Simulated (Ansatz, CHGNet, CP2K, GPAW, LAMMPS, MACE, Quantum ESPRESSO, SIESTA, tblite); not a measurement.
# SIESTA runs on liquid mixture of dimethylformamide and H2O at 300 K (102 atoms)

Aim: run liquid mixture of dimethylformamide and H2O at 300 K (102 atoms) in SIESTA and see how near its forces come to a plane-wave reference, and at what cost.

Main program and level: SIESTA 5.4.2; the method is named at each step.

### 1. Starting point

The cell holds 102 atoms: 15 C, 5 N, 19 O and 63 H. Its edges and angles: a = 10.188 Å, b = 10.188 Å, c = 10.188 Å, α = 90.0°, β = 90.0°, γ = 90.0°. 5 dimethylformamide, 14 H2O placed at random, at 0.97 g/cm³; overlaps pushed apart, then 10 ps at 450 K with MMFF94 bonds, angles, torsions, charges and radii (Halgren, J. Comput. Chem. 17, 490 (1996)) in harmonic and 12-6 forms; SPC/E water (Berendsen, Grigera and Straatsma, J. Phys. Chem. 91, 6269 (1987)). Snapshot after 20 ps at 300 K and fixed volume.

The yardstick, on the same geometry:

| Item | Value |
| --- | --- |
| method | Kohn-Sham DFT, PBE, SSSP efficiency 1.3.0 pseudopotentials, plane waves (Quantum ESPRESSO 7.5); sssp-pbe-1.3.0-efficiency, cutoffs 60/480 Ry, Γ point |
| r.m.s. force component | 0.891 eV/Å |
| longest force | 5.952 eV/Å |
| pressure | 0.792 GPa |
| gap (highest filled to lowest empty level) | 3.676 eV |
| time | 1.8 min on 2 MPI ranks of Arm Neoverse V2, shared host |
| CPU time | 3.6 min |

### 2. PBE, DZP, shift 0.01 Ry, mesh 500 Ry

Method: Kohn-Sham DFT, PBE, PseudoDojo 0.4.1 norm-conserving pseudopotentials (converted to PSML), numerical atomic orbitals (DZP), diagonalisation.

The .psml files are PseudoDojo norm-conserving potentials that we converted to this format, checked against plane waves on the same files for H, C, O, Si, Ge and Ca alone.

File input.fdf:

```
SystemLabel cell
NumberOfAtoms 102
NumberOfSpecies 4
%block ChemicalSpeciesLabel
  1 6 C
  2 7 N
  3 8 O
  4 1 H
%endblock ChemicalSpeciesLabel
LatticeConstant 1.0 Ang
%block LatticeVectors
  10.18782 0.00000 0.00000
  0.00000 10.18782 0.00000
  0.00000 0.00000 10.18782
%endblock LatticeVectors
PAO.BasisSize DZP
PAO.EnergyShift 0.01 Ry
XC.Functional GGA
XC.Authors PBE
MeshCutoff 500 Ry
%block kgrid_Monkhorst_Pack
  1 0 0 0.0
  0 1 0 0.0
  0 0 1 0.0
%endblock kgrid_Monkhorst_Pack
SolutionMethod diagon
OccupationFunction FD
ElectronicTemperature 580 K
SCF.Mixer.Method Pulay
SCF.Mixer.Weight 0.15
SCF.Mixer.History 8
SCF.Mix Hamiltonian
MaxSCFIterations 300
SCF.DM.Tolerance 1e-04
SCF.H.Tolerance 1.0e-3 eV
WriteForces T
Write.HirshfeldPop T
Write.VoronoiPop T
Write.DM F
Write.H F
XML.Write F
AtomicCoordinatesFormat Fractional
%block AtomicCoordinatesAndAtomicSpecies
  0.79614 0.54605 0.42409 1
  0.89790 0.46975 0.35410 2
  0.85219 0.40594 0.23543 1
  0.02878 0.48058 0.39040 1
  0.09024 0.55466 0.46045 3
  0.83709 0.62426 0.48221 4
  0.73960 0.59572 0.34938 4
  0.74528 0.47002 0.47701 4
  0.94035 0.37479 0.18260 4
  0.79594 0.31829 0.26070 4
  0.79924 0.47565 0.17743 4
  0.09331 0.40216 0.34455 4
  0.38544 0.55272 0.40070 1
  0.40359 0.41610 0.42047 2
  0.40504 0.33194 0.30931 1
  0.40766 0.35547 0.53943 1
  0.39098 0.41312 0.64365 3
  0.29308 0.55580 0.33669 4
  0.35895 0.60478 0.48893 4
  0.47202 0.59811 0.35847 4
  0.45282 0.38386 0.23605 4
  0.46048 0.23565 0.33735 4
  0.30673 0.30749 0.27306 4
  0.43538 0.25372 0.53413 4
  0.03298 0.08703 0.80966 1
  0.08147 0.21519 0.84571 2
  0.04075 0.33337 0.77270 1
  0.13450 0.22457 0.97168 1
  0.16251 0.12191 0.02955 3
  0.00983 0.09149 0.70893 4
  0.11470 0.02769 0.83414 4
  0.94321 0.06802 0.86959 4
  0.02722 0.41305 0.84668 4
  0.12052 0.34030 0.70470 4
  0.94735 0.31360 0.72382 4
  0.16308 0.32156 0.00574 4
  0.54062 0.15756 0.03661 1
  0.62292 0.17892 0.92074 2
  0.59383 0.09129 0.81069 1
  0.68142 0.29700 0.90008 1
  0.67361 0.38986 0.98088 3
  0.43945 0.16460 0.00200 4
  0.56639 0.06432 0.07351 4
  0.55496 0.23144 0.11198 4
  0.65367 0.11929 0.72353 4
  0.61464 0.98769 0.84748 4
  0.49115 0.10132 0.77821 4
  0.74010 0.29849 0.80061 4
  0.70622 0.08900 0.44675 1
  0.69308 0.97248 0.51031 2
  0.80777 0.91999 0.56427 1
  0.57566 0.90039 0.51068 1
  0.47403 0.94072 0.45521 3
  0.73788 0.16193 0.51182 4
  0.77994 0.07262 0.37164 4
  0.61470 0.12297 0.39669 4
[... 42 atom lines left out ...]
  0.45187 0.53858 0.71773 4
  0.25218 0.97432 0.56187 3
  0.25052 0.91052 0.63644 4
  0.33539 0.96306 0.51103 4
%endblock AtomicCoordinatesAndAtomicSpecies
```

Run with:

```
OMP_NUM_THREADS=1 mpirun -np 2 siesta < input.fdf > output.txt
```

The log of the run:

```text
Version         : 5.4.2
reinit: System Name:
reinit: System Label: cell
initatom: Reading input for the pseudopotentials and atomic orbitals ----------
Species number:   1 Atomic number:    6 Label: C
Species number:   2 Atomic number:    7 Label: N
Species number:   3 Atomic number:    8 Label: O
Species number:   4 Atomic number:    1 Label: H
Ground state valence configuration (from tables):   2s02  2p02  3d00  4f00
Ground state valence configuration (from tables):   2s02  2p03  3d00  4f00
Ground state valence configuration (from tables):   2s02  2p04  3d00  4f00
Ground state valence configuration (from tables):   1s01  2p00  3d00  4f00
---- Processing specs for species: C
GGA--PBE XC_GGA_X_PBE--XC_GGA_C_PBE pb
---- Processing specs for species: N
GGA--PBE XC_GGA_X_PBE--XC_GGA_C_PBE pb
---- Processing specs for species: O
GGA--PBE XC_GGA_X_PBE--XC_GGA_C_PBE pb
---- Processing specs for species: H
GGA--PBE XC_GGA_X_PBE--XC_GGA_C_PBE pb
C pseudopotential only contains V_ls up to l=1 -- lmxkb reset.
N pseudopotential only contains V_ls up to l=1 -- lmxkb reset.
O pseudopotential only contains V_ls up to l=2 -- lmxkb reset.
H pseudopotential only contains V_ls up to l=1 -- lmxkb reset.
Using PAO.SplitTailNorm
%block ChemicalSpeciesLabel
    1    6 C                       # Species index, atomic number, species label
    2    7 N                       # Species index, atomic number, species label
    3    8 O                       # Species index, atomic number, species label
    4    1 H                       # Species index, atomic number, species label
%endblock ChemicalSpeciesLabel
%block PAO.Basis                 # Define Basis set
C                     2                    # Species label, number of l-shells
 n=2   0   2                         # n, l, Nzeta
   4.484      3.048
   1.000      1.000
 n=2   1   2 P   1                   # n, l, Nzeta, Polarization, NzetaPol
   5.436      3.692
[...]
N                     2                    # Species label, number of l-shells
 n=2   0   2                         # n, l, Nzeta
[...]
n=2   1   2 P   1                   # n, l, Nzeta, Polarization, NzetaPol
[...]
O                     2                    # Species label, number of l-shells
 n=2   0   2                         # n, l, Nzeta
[...]
n=2   1   2 P   1                   # n, l, Nzeta, Polarization, NzetaPol
[...]
H                     1                    # Species label, number of l-shells
 n=1   0   2 P   1                   # n, l, Nzeta, Polarization, NzetaPol
   5.233      3.529
   1.000      1.000
%endblock PAO.Basis
coor:   Atomic-coordinates input format  =     Fractional
siesta: System type = bulk
initatomlists: Number of atoms, orbitals, and projectors:    102   822   722
siesta: ******************** Simulation parameters ****************************
Total number of electrons:   262.000000
Total ionic charge:   262.000000
 Kpoints in:            1 . Kpoints trimmed:            1
siesta: k-grid: Number of k-points = 1
siesta: k-points from Monkhorst-Pack grid
siesta: k-cutoff (effective) =     5.094 Ang
siesta: k-point supercell and displacements
siesta: k-grid:     1     0     0      0.000
siesta: k-grid:     0     1     0      0.000
siesta: k-grid:     0     0     1      0.000
                     ====================================
                        Single-point calculation
                     ====================================
outcell: Unit cell vectors (Ang):
       10.187820    0.000000    0.000000
        0.000000   10.187820    0.000000
        0.000000    0.000000   10.187820
outcell: Cell vector modules (Ang)   :   10.187820   10.187820   10.187820
outcell: Cell angles (23,13,12) (deg):     90.0000     90.0000     90.0000
outcell: Cell volume (Ang**3)        :   1057.4109
Gamma-point calculation with multiply-connected orbital pairs
Gamma-point calculation with multiply-connected orbital pairs
Folding of H and S implicitly performed
Folding of H and S implicitly performed
new_DM -- step:     1
Initializing Density Matrix...
Attempting to read DM from file... Failed...
DM filled with atomic data:
InitMesh: MESH = 144 x 144 x 144 = 2985984
InitMesh: Mesh cutoff (required, used) =   500.000   552.159 Ry
stepf: Fermi-Dirac step function
        iscf     Eharris(eV)        E_KS(eV)     FreeEng(eV)     dDmax    Ef(eV) dHmax(eV)
   scf:    1   -13452.254790   -13397.048906   -13397.048906  1.926026 -5.031190  8.213175
   scf:    2   -13416.894052   -13407.775457   -13407.775457  0.067785 -4.863972  5.118007
   scf:    3   -13416.428206   -13414.518525   -13414.518525  0.118386 -4.738695  1.115761
[...]
scf:   11   -13414.918719   -13414.918717   -13414.918717  0.000174 -4.561600  0.001377
   scf:   12   -13414.918718   -13414.918718   -13414.918718  0.000034 -4.561622  0.000774
SCF Convergence by DM+H criterion
max |DM_out - DM_in|         :     0.0000337548
max |H_out - H_in|      (eV) :     0.0007735835
SCF cycle converged after 12 iterations
Using DM_out to compute the final energy and forces
siesta: E_KS(eV) =           -13414.9187
siesta: E_KS - E_eggbox =    -13414.9187
siesta: Atomic forces (eV/Ang):
     1    1.327129   -0.806251   -1.290199
     2    1.253490    1.852639    1.496513
     3    1.578715   -0.706498    1.185180
[...]
101    0.674851    0.161003    0.219082
   102   -0.146744   -0.262575    0.686069
----------------------------------------
   Tot   -0.000399   -0.005007    0.002442
----------------------------------------
   Max    4.485073
   Res    0.986640    sqrt( Sum f_i^2 / 3N )
----------------------------------------
   Max    4.485073    constrained
Stress tensor Voigt[x,y,z,yz,xz,xy] (kbar):       -6.84      -28.24      -29.60        0.57        2.36       -0.30
(Free)E + p*V (eV/cell)   -13400.6904
Target enthalpy (eV/cell)   -13414.9187
siesta: Program's energy decomposition (eV):
siesta: Ebs     =     -3617.817135
siesta: Eions   =     20896.880834
siesta: Ena     =      4099.211311
siesta: Ekin    =      9355.225512
siesta: Enl     =     -1730.061368
siesta: DEna    =      -206.824269
siesta: DUscf   =        23.849330
siesta: Ex      =     -3772.695144
siesta: Ec      =      -286.743256
siesta: Exc     =     -4059.438400
siesta: Eharris =    -13414.918718
siesta: Etot    =    -13414.918718
siesta: FreeEng =    -13414.918718
siesta: Final energy (eV):
siesta:  Band Struct. =   -3617.817135
siesta:       Kinetic =    9355.225512
siesta:       Hartree =    7188.362967
siesta:         Exch. =   -3772.695144
siesta:         Corr. =    -286.743256
siesta:   Exch.-corr. =   -4059.438400
siesta:  Ion-electron =  -22732.557393
siesta:       Ion-ion =   -3166.511404
siesta:         Total =  -13414.918718
siesta:         Fermi =      -4.561622
siesta: Stress tensor (static) (eV/Ang**3):
siesta:    -0.004266   -0.000188    0.001472
siesta:    -0.000188   -0.017629    0.000354
siesta:     0.001472    0.000354   -0.018472
siesta: Cell volume =       1057.410916 Ang**3
siesta: Pressure (static):
siesta:                Solid            Molecule  Units
siesta:           0.00014655          0.00010715  Ry/Bohr**3
siesta:           0.01345580          0.00983794  eV/Ang**3
siesta:          21.55856839         15.76212395  kBar
    Orbital volume contribution        =          26.591023 eV
    (Free)E + p_basis*V_orbitals       =      -13388.327695 eV
    (Free)Eharris+ p_basis*V_orbitals  =      -13388.327695 eV
Hirshfeld Atomic Populations:
Atom #   charge [q] valence [e]  Species
     1    -0.040820    4.040820  C
     2     0.021747    4.978253  N
     3    -0.030727    4.030727  C
     4     0.119630    3.880370  C
     5    -0.135691    6.135691  O
     6     0.035593    0.964407  H
     7     0.022842    0.977158  H
     8     0.030478    0.969522  H
[...]
14     0.028115    4.971885  N
[...]
17    -0.183886    6.183886  O
[...]
26     0.024987    4.975013  N
[...]
29    -0.163648    6.163648  O
[...]
--------------------
 Total    -0.000001
Voronoi Atomic Populations:
Atom #   charge [q] valence [e]  Species
[...]
38    -0.000725    5.000725  N
[...]
50     0.024450    4.975550  N
    51     0.017134    3.982866  C
    52     0.168401    3.831599  C
[...]
97    -0.196514    6.196514  O
[...]
100    -0.183921    6.183921  O
   101     0.057949    0.942051  H
   102     0.059851    0.940149  H
--------------------
 Total    -0.000001
```

The job ended after 79 s (2 MPI ranks of Arm Neoverse V2, shared host; peak memory 1.5 GiB; 2.6 min of CPU time).

Banners, paths, timers and routine set-up lines are dropped from the logs unmarked, and long logs keep their key lines alone; longer cuts are marked.

Compared with the plane-wave run:

```
r.m.s. force component                           : 0.9866 eV/Å
r.m.s. difference of force components            : 309 meV/Å
longest difference of force vectors              : 942.4 meV/Å
force difference over r.m.s. force               : 34.68 %
slope of forces against the reference's          : 1.053
correlation of force components                  : 0.9509
gap (highest filled to lowest empty level) : 3.592 eV
gap difference                                   : -0.0841 eV
pressure                                         : 2.156 GPa
pressure difference                              : 1.364 GPa
```

This run lies far from the reference in forces at the same functional.

Length of the force difference by element (eV/Å):

| element | atoms | mean | most |
| --- | --- | --- | --- |
| C | 15 | 0.37 | 0.55 |
| H | 63 | 0.55 | 0.94 |
| N | 5 | 0.31 | 0.44 |
| O | 19 | 0.48 | 0.93 |

Levels nearest the highest filled one (eV from it): -0.63, -0.61, -0.55, -0.50, -0.47, -0.43, -0.36, -0.27, -0.26, -0.24, -0.20, 0.00, 3.59, 4.17, 4.25, 4.62, 4.70, 4.87, 5.62, 6.08, 6.21, 6.38, 6.62, 6.74.

Local excerpt of 11 atoms (numbers count through the whole input) about N50, which bears the longest force; x, y, z are measured from there.

| atom | x | y | z | distance (Å) | bonds | Hirshfeld charge (e) | Fx | Fy | Fz (eV/Å) |
| --- | --- | --- | --- | --- | --- | --- | --- | --- | --- |
| N50 | 0.00 | 0.00 | 0.00 | 0.00 | 3 | 0.05 | -4.49 | -4.04 | 0.81 |
| C49 | 0.13 | 1.19 | -0.65 | 1.36 | 4 | -0.04 | -1.16 | 1.35 | -3.13 |
| C51 | 1.17 | -0.53 | 0.55 | 1.40 | 4 | -0.03 | 0.98 | 0.79 | 0.32 |
| C52 | -1.20 | -0.73 | 0.00 | 1.40 | 3 | 0.14 | 1.97 | 3.12 | -0.61 |
| H55 | 0.88 | 1.02 | -1.41 | 1.95 | 1 | 0.04 | 1.01 | 0.38 | -1.07 |
| H54 | 0.46 | 1.93 | 0.02 | 1.98 | 1 | 0.03 | 1.06 | 2.20 | 1.60 |
| H59 | 1.43 | 0.09 | 1.40 | 2.00 | 1 | 0.03 | 0.37 | 0.20 | 1.45 |
| H58 | 1.98 | -0.31 | -0.14 | 2.01 | 1 | 0.04 | 1.05 | -0.56 | -0.85 |
| H57 | 1.05 | -1.57 | 0.81 | 2.05 | 1 | 0.05 | 0.16 | -1.44 | 0.55 |
| H60 | -1.14 | -1.62 | 0.60 | 2.07 | 1 | 0.05 | 0.05 | -2.04 | 1.08 |
| H56 | -0.80 | 1.53 | -1.16 | 2.08 | 1 | 0.03 | -0.06 | -0.26 | 0.20 |

Forces lie 35 % from the reference's, at 0.74 times its CPU time.

### 3. PBE, SZ, shift 0.01 Ry, mesh 500 Ry

Method: Kohn-Sham DFT, PBE, PseudoDojo 0.4.1 norm-conserving pseudopotentials (converted to PSML), numerical atomic orbitals (SZ), diagonalisation.

input.fdf: that of step 2 with these lines changed.

```diff
@@ -15,3 +15,3 @@
 %endblock LatticeVectors
-PAO.BasisSize DZP
+PAO.BasisSize SZ
 PAO.EnergyShift 0.01 Ry
```

Run with:

```
OMP_NUM_THREADS=1 siesta < input.fdf > output.txt
```

The log of the run:

```text
Version         : 5.4.2
reinit: System Name:
reinit: System Label: cell
initatom: Reading input for the pseudopotentials and atomic orbitals ----------
Species number:   1 Atomic number:    6 Label: C
Species number:   2 Atomic number:    7 Label: N
Species number:   3 Atomic number:    8 Label: O
Species number:   4 Atomic number:    1 Label: H
[... lines left out ...]
SCF Convergence by DM+H criterion
[... lines left out ...]
SCF cycle converged after 13 iterations
[... lines left out ...]
   Max    7.882951
[... lines left out ...]
   Max    7.882951    constrained
Stress tensor Voigt[x,y,z,yz,xz,xy] (kbar):     -146.82     -207.33     -192.64       -8.43      -14.24        2.50
[... lines left out ...]
siesta: FreeEng =    -13299.467699
[... lines left out ...]
siesta:         Fermi =      -4.008048
[... lines left out ...]
siesta:         182.26348299        148.99708546  kBar
[... lines left out ...]
     3    -0.018899    4.018899  C
     4     0.113876    3.886124  C
     5    -0.154315    6.154315  O
     6     0.038961    0.961039  H
     7     0.032269    0.967731  H
     8     0.030006    0.969994  H
[...]
14    -0.012188    5.012188  N
[...]
17    -0.175456    6.175456  O
[...]
26    -0.018749    5.018749  N
[...]
29    -0.171380    6.171380  O
[...]
--------------------
 Total    -0.000007
Voronoi Atomic Populations:
Atom #   charge [q] valence [e]  Species
[...]
38    -0.057059    5.057059  N
[...]
50    -0.034276    5.034276  N
    51     0.050081    3.949919  C
    52     0.176730    3.823270  C
[...]
97    -0.348674    6.348674  O
[...]
100    -0.323218    6.323218  O
   101     0.134719    0.865281  H
   102     0.140230    0.859770  H
--------------------
 Total    -0.000007
```

Elapsed: 59 s, on 1 thread; peak memory 0.68 GiB.

Compared with the plane-wave run:

* r.m.s. force component: 2.65 eV/Å
* r.m.s. difference of force components: 2507 meV/Å
* longest difference of force vectors: 9010 meV/Å
* force difference over r.m.s. force: 281.4 %
* slope of forces against the reference's: 0.962
* correlation of force components: 0.3235
* gap (highest filled to lowest empty level): 0.6664 eV
* gap difference: -3.009 eV
* pressure: 18.23 GPa
* pressure difference: 17.43 GPa

This is a coarse setting, run to see what it loses.

Against the first run (35 %), the force difference from the reference is 281 %, at 0.38 times the CPU time (on 1 against 2 cores), with 219 basis functions against 822: the smaller basis costs accuracy.

### 4. PBE, TZP, shift 0.01 Ry, mesh 500 Ry

Method: Kohn-Sham DFT, PBE, PseudoDojo 0.4.1 norm-conserving pseudopotentials (converted to PSML), numerical atomic orbitals (TZP), diagonalisation.

input.fdf: that of step 3 with these lines changed.

```diff
@@ -15,3 +15,3 @@
 %endblock LatticeVectors
-PAO.BasisSize SZ
+PAO.BasisSize TZP
 PAO.EnergyShift 0.01 Ry
```

Run with:

```
OMP_NUM_THREADS=1 mpirun -np 2 siesta < input.fdf > output.txt
```

The log of the run:

```text
Version         : 5.4.2
reinit: System Name:
reinit: System Label: cell
initatom: Reading input for the pseudopotentials and atomic orbitals ----------
Species number:   1 Atomic number:    6 Label: C
Species number:   2 Atomic number:    7 Label: N
Species number:   3 Atomic number:    8 Label: O
Species number:   4 Atomic number:    1 Label: H
[... lines left out ...]
SCF Convergence by DM+H criterion
[... lines left out ...]
SCF cycle converged after 12 iterations
[... lines left out ...]
   Max    4.462739
[... lines left out ...]
   Max    4.462739    constrained
Stress tensor Voigt[x,y,z,yz,xz,xy] (kbar):       -5.88      -26.89      -28.10        0.82        2.58       -0.54
[... lines left out ...]
siesta: FreeEng =    -13417.780739
[... lines left out ...]
siesta:         Fermi =      -5.057768
[... lines left out ...]
siesta:          20.29145257         14.84064562  kBar
[... lines left out ...]
     3    -0.029461    4.029461  C
     4     0.124430    3.875570  C
     5    -0.142866    6.142866  O
     6     0.035430    0.964570  H
     7     0.023907    0.976093  H
     8     0.030187    0.969813  H
[...]
14     0.025271    4.974729  N
[...]
17    -0.188334    6.188334  O
[...]
26     0.021792    4.978208  N
[...]
29    -0.170417    6.170417  O
[...]
--------------------
 Total     0.000002
Voronoi Atomic Populations:
Atom #   charge [q] valence [e]  Species
[...]
38    -0.007251    5.007251  N
[...]
50     0.018215    4.981785  N
    51     0.017386    3.982614  C
    52     0.173092    3.826908  C
[...]
97    -0.201548    6.201548  O
[...]
100    -0.189694    6.189694  O
   101     0.061665    0.938335  H
   102     0.064014    0.935986  H
--------------------
 Total     0.000002
```

The job ended after 96 s (2 MPI ranks; peak memory 1.6 GiB).

Against the reference:

| Quantity | Value |
| --- | --- |
| r.m.s. force component | 0.9754 eV/Å |
| r.m.s. difference of force components | 302.7 meV/Å |
| longest difference of force vectors | 921.2 meV/Å |
| force difference over r.m.s. force | 33.97 % |
| slope of forces against the reference's | 1.041 |
| correlation of force components | 0.9514 |
| gap (highest filled to lowest empty level) | 3.594 eV |
| gap difference | -0.0818 eV |
| pressure | 2.029 GPa |
| pressure difference | 1.237 GPa |

This run lies far from the reference in forces at the same functional.

Against the first run (35 %), the force difference from the reference is 34 %, at 1.2 times the CPU time, with 1041 basis functions against 822.

[end of part 1 of 2]

[Also dropped from logs without a mark: logging warnings of Python, and SIESTA's first energy breakdown and zero terms.]

[Logs are printed without paths, hosts, clocks, repeated set-up lines and the standing remarks that a program may print on its own settings, such as how far it seeks lower states.]

[Hosts, paths, dates, database ids (printed as entryN), source tags and the programs' standing remarks are cut or masked in the printed files.]

[The MMFF94 radii named for the starting cell were scaled by 0.96; in molecules described by MMFF94, hydrogen bound to N, O or S took a small fixed 12-6 site in their place.]
